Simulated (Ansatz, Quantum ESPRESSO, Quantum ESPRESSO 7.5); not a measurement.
**Complex bands of KCl, rock salt type, lattice constant set to 6.252 Å**

Wanted: the complex band structure of KCl, rock salt type, lattice constant set to 6.252 Å, as for a tunnel barrier.

Main program and level: Quantum ESPRESSO 7.5; plane-wave DFT, PBE, GBRV ultrasoft pseudopotentials (cross-check by Ansatz 0.2.0 with PAW datasets).

Report form: the programs' logs are mostly left out.

The structure was built from a prototype and need not be the compound's stable phase.

### 1. The structure

Symmetry: Fm-3m, No. 225, cubic system. The conventional cell has a = 6.252 Å, b = 6.252 Å, c = 6.252 Å, α = 90.00°, β = 90.00°, γ = 90.00°. K has 6 Cl at 3.13 Å nearest. Nearest to Cl lie 6 K at 3.13 Å. Farther neighbours and most contacts between anions are not listed.

### 2. Ground state

pwcond needs a cell whose third axis lies along the current and stands perpendicular to the other two.

File scf.in:

```
&control
  prefix = 'scf'
  outdir = './out'
  pseudo_dir = './pseudo'
  calculation = 'scf'
  tprnfor = .true.
/
&system
  ibrav = 0
  nat = 4
  ntyp = 2
  ecutwfc = 40
  ecutrho = 200
  occupations = 'fixed'
  nbnd = 20
/
&electrons
  conv_thr = 1e-09
  mixing_beta = 0.6
  electron_maxstep = 120
/
ATOMIC_SPECIES
  K   39.0983  k_pbe_v1.4.uspp.F.UPF
  Cl  35.4500  cl_pbe_v1.4.uspp.F.UPF
CELL_PARAMETERS angstrom
  4.42083159597829 0.00000000000000 0.00000000000000
  0.00000000000000 4.42083159597829 0.00000000000000
  0.00000000000000 0.00000000000000 6.25200000000000
ATOMIC_POSITIONS crystal
  K   0.000000000000 0.000000000000 0.000000000000
  Cl  0.500000000000 0.500000000000 0.000000000000
  K   0.500000000000 0.500000000000 0.500000000000
  Cl  0.000000000000 0.000000000000 0.500000000000
K_POINTS automatic
  6 6 4 0 0 0
```

The run is started by

```sh
$ OMP_NUM_THREADS=1 mpirun -n 2 pw.x -nk 2 -in scf.in > scf.out
```

Wall time 40 s (2 MPI ranks of AMD EPYC 7R43, shared host); peak memory 0.29 GiB; 78 s of CPU time.

This step gave:

```
free energy                          : -2464.4865 eV
valence top, on the run's zero       : 1.032 eV
conduction bottom, on the run's zero : 6.289 eV
gap by band count                    : 5.257 eV
```

The run needed 11 iterations to bring the estimated error under 1e-09 Ry.

### 3. Complex bands with pwcond.x

ikind = 0 solves one period of the crystal for all kz, real and complex, at each energy and k across. ewind and epsproj trim the two-dimensional plane-wave basis; nz1 sets the subslabs.

File cbs.in:

```
&inputcond
  outdir = './out'
  prefixl = 'scf'
  band_file = 'cbs'
  ikind = 0
  ewind = 4.0
  epsproj = 1e-05
  nz1 = 7
  energy0 = 6.9
  denergy = -0.23
/
4
  0.00000000 0.00000000 1.00000000
  0.50000000 0.00000000 1.00000000
  0.50000000 0.50000000 1.00000000
  0.25000000 0.00000000 1.00000000
40
```

The run is started by

```sh
$ OMP_NUM_THREADS=1 mpirun -n 2 pwcond.x -in cbs.in > cbs.out
```

The job ended after 3.4 min (2 MPI ranks; peak memory 0.19 GiB; 6.8 min of CPU time).

Read from the output:

```
peak of the smallest κ at the zone centre : 0.383 Å⁻¹
energy of the peak at the zone centre     : 2.3 eV
peak of the smallest κ at (1/2, 1/2)      : 0.506 Å⁻¹
peak of the smallest κ at (1/4, 0)        : 0.453 Å⁻¹
```

K across = (0, 0) in the cell's reciprocal vectors; values within 0.0025 1/Å of each other count once, columns are sorted by size at each energy, a dash where no further value was kept. Table of Im kz of the slowest decaying states by energy, zero at the highest filled level of the SCF mesh:

```
energy (eV)  decay 1 (Å⁻¹)  decay 2 (Å⁻¹)  decay 3 (Å⁻¹)
      -2.07          0.522           1.12           1.56
      -1.61          0.457           1.05           1.52
      -1.15          0.356          0.972           1.48
      -0.69          0.853           1.44           1.47
      -0.46          0.317          0.755           1.41
       0.00          0.027          0.037          0.445
       0.46          0.255          0.503          0.571
       0.92          0.323          0.537          0.673
       1.38          0.358          0.559          0.718
       1.84          0.376          0.573          0.738
       2.30          0.383          0.581          0.745
       2.53          0.383          0.584          0.745
       2.99          0.375          0.585          0.738
       3.45          0.358          0.583          0.725
       3.91           0.33          0.579          0.706
       4.37          0.285          0.571          0.683
       4.83           0.21           0.56          0.654
       5.29          0.546          0.619          0.775
       5.52          0.539           0.56          0.602
       5.98          0.415          0.521           0.56
       6.44          0.159            0.5           0.51
       6.90          0.452          0.475          0.552
```

K across = (0, 0) in the cell's reciprocal vectors. Re kz of states that move upwards against energy, zero at the highest filled level of the SCF mesh:

```
energy (eV)  channel 1 (Å⁻¹)  channel 2 (Å⁻¹)
      -2.07                -                -
      -1.84                -                -
      -1.38                -                -
      -1.15                -                -
      -0.92                -                -
      -0.46           -0.353                -
      -0.23           -0.221                -
       0.00                -                -
       0.46                -                -
       0.69                -                -
       0.92                -                -
       1.38                -                -
       1.61                -                -
       1.84                -                -
       2.30                -                -
       2.53                -                -
       2.99                -                -
       3.22                -                -
       3.45                -                -
       3.91                -                -
       4.14                -                -
       4.37                -                -
       4.83                -                -
       5.06                -                -
       5.29           0.0636                -
       5.75            0.257                -
       5.98            0.320                -
       6.21            0.379                -
       6.67            0.226            0.489
       6.90           -0.462            0.360
```

K across = (1/2, 0) in the cell's reciprocal vectors; values within 0.0025 1/Å of each other count once, columns are sorted by size at each energy, a dash where no further value was kept. Im kz of the slowest decaying states against energy, zero at the highest filled level of the SCF mesh:

```
energy (eV)  decay 1 (Å⁻¹)  decay 2 (Å⁻¹)  decay 3 (Å⁻¹)
      -2.07          0.484           1.03           1.07
      -1.61          0.389          0.957           1.00
      -1.15          0.158          0.866          0.909
      -0.69          0.221          0.716          0.754
      -0.46          0.302           0.55          0.575
       0.00          0.449           0.64          0.709
       0.46          0.486          0.765          0.822
       0.92          0.515          0.814           0.87
       1.38          0.535          0.837          0.893
       1.84          0.547          0.846          0.903
       2.30          0.555          0.846          0.904
       2.53          0.557          0.844          0.903
       2.99          0.558          0.835          0.895
       3.45          0.556           0.82          0.884
       3.91          0.551          0.801          0.868
       4.37          0.543          0.778          0.849
       4.83          0.533          0.749          0.826
       5.29           0.52          0.714          0.799
       5.52          0.514          0.693          0.785
       5.98          0.501          0.642          0.753
       6.44          0.508          0.557          0.718
       6.90          0.478          0.677           0.81
```

K across = (1/2, 1/2) in the cell's reciprocal vectors; values within 0.0025 1/Å of each other count once, columns are sorted by size at each energy, a dash where no further value was kept. Im kz of the slowest decaying states against energy, zero at the highest filled level of the SCF mesh:

```
energy (eV)  decay 1 (Å⁻¹)  decay 2 (Å⁻¹)  decay 3 (Å⁻¹)
      -2.07          0.543           1.06           1.88
      -1.84          0.516           1.03           1.86
      -1.61          0.486          0.986           1.84
      -1.38          0.448          0.939           1.82
      -1.15          0.402          0.879           1.81
      -0.92           0.34          0.573           1.02
      -0.69          0.161          0.243           1.08
      -0.46           1.11           1.75              -
      -0.23          0.016           1.14           1.74
       0.00          0.253           0.35           1.15
       0.46          0.374           0.51           1.18
       0.69          0.407          0.549           1.18
       0.92          0.431          0.574           1.19
       1.15           0.45          0.592           1.19
       1.38          0.465          0.604           1.20
       1.61          0.477          0.611           1.20
       1.84          0.486          0.614           1.20
       2.07          0.493          0.614           1.20
       2.30          0.499          0.612           1.19
       2.53          0.502          0.607           1.19
       2.76          0.505            0.6           1.19
       2.99          0.506          0.592           1.18
       3.22          0.506          0.581           1.18
       3.45          0.505          0.569           1.17
       3.68          0.502          0.555           1.17
       3.91          0.499          0.538           1.16
       4.14          0.495           0.52           1.15
       4.37           0.49            0.5           1.15
       4.83          0.454          0.477           1.13
       5.06          0.426          0.469           1.12
       5.29          0.395           0.46           1.11
       5.52          0.359           0.45           1.10
       5.75          0.318          0.438           1.09
       5.98          0.269          0.426           1.08
       6.21          0.205          0.412           1.07
       6.44          0.102          0.396           1.05
       6.67          0.379           1.01           1.04
       6.90           0.36          0.978           1.03
```

K across = (1/4, 0) in the cell's reciprocal vectors; values within 0.0025 1/Å of each other count once, columns are sorted by size at each energy, a dash where no further value was kept. Im kz of the slowest decaying states against energy, zero at the highest filled level of the SCF mesh:

```
energy (eV)  decay 1 (Å⁻¹)  decay 2 (Å⁻¹)  decay 3 (Å⁻¹)
      -2.07          0.506           1.07           1.09
      -1.61          0.431           1.00           1.03
      -1.15          0.302          0.919           0.94
      -0.69           0.79          0.806           1.54
      -0.46           0.68          0.691           1.51
       0.00          0.199          0.437          0.474
       0.46          0.343          0.527          0.649
       0.92          0.397           0.55          0.717
       1.38          0.427          0.567          0.748
       1.84          0.444          0.578          0.761
       2.30          0.452          0.585          0.763
       2.53          0.453          0.586           0.76
       2.99          0.451          0.587           0.75
       3.45          0.442          0.584          0.734
       3.91          0.427          0.579          0.712
       4.37          0.404           0.57          0.685
       4.83           0.37          0.559          0.653
       5.29          0.319          0.545          0.615
       5.52          0.284          0.537          0.594
       5.98          0.163          0.518          0.546
       6.44          0.492          0.496          0.569
       6.90          0.404          0.428          0.472
```

### 4. Complex band structure, with epsproj = 0.001

A sensitivity test on the input.

cbs.w.in, as its differences from the input of step 3:

```diff
@@ -3,6 +3,6 @@
   prefixl = 'scf'
-  band_file = 'cbs'
+  band_file = 'cbs.w'
   ikind = 0
   ewind = 4.0
-  epsproj = 1e-05
+  epsproj = 0.001
   nz1 = 7
```

The run is started by

```sh
$ OMP_NUM_THREADS=1 mpirun -n 2 pwcond.x -in cbs.w.in > cbs.w.out
```

Elapsed: 2.2 min, on 2 MPI ranks; peak memory 0.14 GiB; 3.7 min of CPU time.

The changed values were drawn from a wide range, not chosen for quality; the comparison shows what they did here together.

Beside the run it was changed from:

```
                                       quantity  this run  unchanged run  difference
peak of the smallest κ at the zone centre (Å⁻¹)     0.383          0.383           0
     peak of the smallest κ at (1/2, 1/2) (Å⁻¹)     0.506          0.506           0
                                  wall time (s)       134            204
```

The physical values in this table stay within 0.05 %.

### 5. Complex band structure, with nenergy = 0

Another try, with an input changed as a hurried user might.

cbs.bad.in, as its differences from the input of step 3:

```diff
@@ -3,3 +3,3 @@
   prefixl = 'scf'
-  band_file = 'cbs'
+  band_file = 'cbs.bad'
   ikind = 0
@@ -16,2 +16,2 @@
   0.25000000 0.00000000 1.00000000
-40
+0
```

The run is started by

```sh
$ OMP_NUM_THREADS=1 mpirun -n 2 pwcond.x -in cbs.bad.in > cbs.bad.out
```

It took 5.1 s on 2 MPI ranks; peak memory 0.17 GiB; 8.9 s of CPU time.

The run finished, but its numbers are not taken as the system's. The fault: no energies.

[end of part 1 of 2]

[Logs are printed without paths, hosts, clocks, repeated set-up lines and the standing remarks that a program may print on its own settings, such as how far it seeks lower states.]

[Hosts, paths, dates, database ids (printed as entryN), source tags and the programs' standing remarks are cut or masked in the printed files.]

[Maps of the electrostatic potential energy from Ansatz leave out the sawtooth potential of an applied field or a dipole correction, so their vacuum need not be flat; planar profiles and work functions include it.]
